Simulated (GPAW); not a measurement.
Consider Fe8N (I4/mmm).

```xyz
9
Lattice="-2.8542 2.8542 3.0929 2.8542 -2.8542 3.0929 2.8542 2.8542 -3.0929" Properties=species:S:1:pos:R:3 pbc="T T T"
Fe    0.0000    2.8542    1.5465
Fe    1.4781    1.4781    3.0929
Fe   -1.4781    1.4781    3.0929
Fe    1.4781   -1.4781    3.0929
Fe    1.3761    1.3761    0.0000
Fe    0.0000    0.0000    4.3387
Fe    0.0000    0.0000    1.8472
Fe    2.8542    0.0000    1.5465
N     0.0000    0.0000    0.0000
```

Absorber: atom 6, with 1 N at 1.85 Å (terminal, site symmetry 4mm). Method: GPAW, LDA, excited-electron core hole (neutral cell), 18-atom cell with 5.7 Å between holes, 3×3×3 k points, dipole transitions, Gaussian full width 1.25 eV up to 4 eV, rising linearly to 3.5 eV at 25 eV.

Where do the maxima of the Fe K edge fall?

Main maxima up to 30 eV above the zero (height): 1.6 eV (0.38), 12.0 eV (1.50), 19.9 eV (1.78) and 28.5 eV (1.44). A K edge sees empty p states. The first eV above the zero hold little dipole weight, as the lowest empty bands are of d character; the main edge, of 4p character, rises through 0.6 near 7 eV above the zero. The total-energy difference is 7091.41 eV. The tabulated edge of the element is 7112 eV. The functional leaves an error in such absolute values: in the free atom LDA prices this hole 16.1 eV below PBE (computed apart), and PBE is itself good to a few eV.

The Fe K spectrum (energy from the lowest empty level; intensity scaled to a mean of 1 over the first 20 eV; polarised curves are means over the symmetry-equivalent atoms):

```csv
E (eV),isotropic,ε ⊥ c,ε ∥ c
-2.0,0.00,0.00,0.00
-1.5,0.00,0.00,0.00
-1.0,0.01,0.01,0.01
-0.5,0.06,0.06,0.07
0.0,0.18,0.16,0.21
0.5,0.29,0.26,0.35
1.0,0.36,0.34,0.39
1.5,0.38,0.40,0.36
2.0,0.37,0.40,0.32
2.5,0.35,0.39,0.26
3.0,0.37,0.46,0.19
3.5,0.38,0.50,0.16
4.0,0.36,0.45,0.18
4.5,0.37,0.44,0.23
5.0,0.40,0.46,0.28
5.5,0.44,0.50,0.31
6.0,0.51,0.60,0.31
6.5,0.58,0.74,0.27
7.0,0.66,0.87,0.24
7.5,0.71,0.95,0.23
8.0,0.75,0.99,0.27
8.5,0.80,1.04,0.33
9.0,0.89,1.13,0.42
9.5,1.03,1.27,0.55
10.0,1.19,1.44,0.70
10.5,1.33,1.58,0.85
11.0,1.43,1.66,0.96
11.5,1.48,1.70,1.05
12.0,1.50,1.69,1.11
12.5,1.48,1.65,1.15
13.0,1.41,1.54,1.15
13.5,1.30,1.40,1.11
14.0,1.18,1.25,1.05
14.5,1.11,1.14,1.04
15.0,1.12,1.13,1.11
15.5,1.22,1.21,1.26
16.0,1.38,1.35,1.44
16.5,1.53,1.49,1.61
17.0,1.64,1.60,1.72
17.5,1.70,1.65,1.80
18.0,1.73,1.65,1.88
18.5,1.74,1.60,2.02
19.0,1.75,1.54,2.18
19.5,1.77,1.49,2.33
20.0,1.78,1.46,2.40
20.5,1.75,1.44,2.38
21.0,1.68,1.39,2.27
21.5,1.58,1.32,2.11
22.0,1.47,1.23,1.93
22.5,1.35,1.15,1.75
23.0,1.25,1.08,1.59
23.5,1.19,1.04,1.47
24.0,1.16,1.04,1.40
24.5,1.17,1.06,1.38
25.0,1.21,1.11,1.40
25.5,1.26,1.16,1.45
26.0,1.31,1.21,1.50
26.5,1.35,1.26,1.55
27.0,1.39,1.30,1.57
27.5,1.42,1.34,1.58
28.0,1.44,1.36,1.58
28.5,1.44,1.37,1.57
29.0,1.44,1.38,1.55
29.5,1.42,1.38,1.52
30.0,1.40,1.37,1.47
30.5,1.38,1.36,1.42
31.0,1.36,1.34,1.38
31.5,1.34,1.33,1.36
32.0,1.33,1.32,1.36
```

The hole lies in one spin channel, while the script sums the empty states of both and takes the lower zero; where the two channels are split, this blurs and shifts the curve. Quadrupole 1s→3d transitions, which feed the pre-edge, are not in the dipole spectrum. The crystal has 3 inequivalent Fe sites and not all are shown here, while a measurement adds them all. The spins start ferromagnetically in a simple order, which needn't be the measured one; gap and edge can depend on it. The holes are only 5.7 Å apart, so the shape is probably not converged with cell size; no larger cell was run here. The mesh is coarse (0.37 Å⁻¹ between points), so small maxima may be mesh ripples. Lifetime broadening is put in by hand, and intensities beyond about 20 eV depend on it and on the partial waves. The structure is a computed Materials Project entry and may be a hypothetical form.

[Banner, clock and machine lines of the logs are left out without a mark of their own.]

[Logs are printed without paths, hosts, clocks, repeated set-up lines and the standing remarks that a program may print on its own settings, such as how far it seeks lower states.]

[Hosts, paths, dates, database ids (printed as entryN), source tags and the programs' standing remarks are cut or masked in the printed files.]

[Lists of maxima count a maximum above −3 eV only where it reaches 4 % of the highest in the window and stands out from its surroundings by 2 % of it (1.5 % where it reaches 55 %); shoulders and weaker maxima are passed over, and of the rest the first, up to two pre-edge ones and the few strongest are named.]
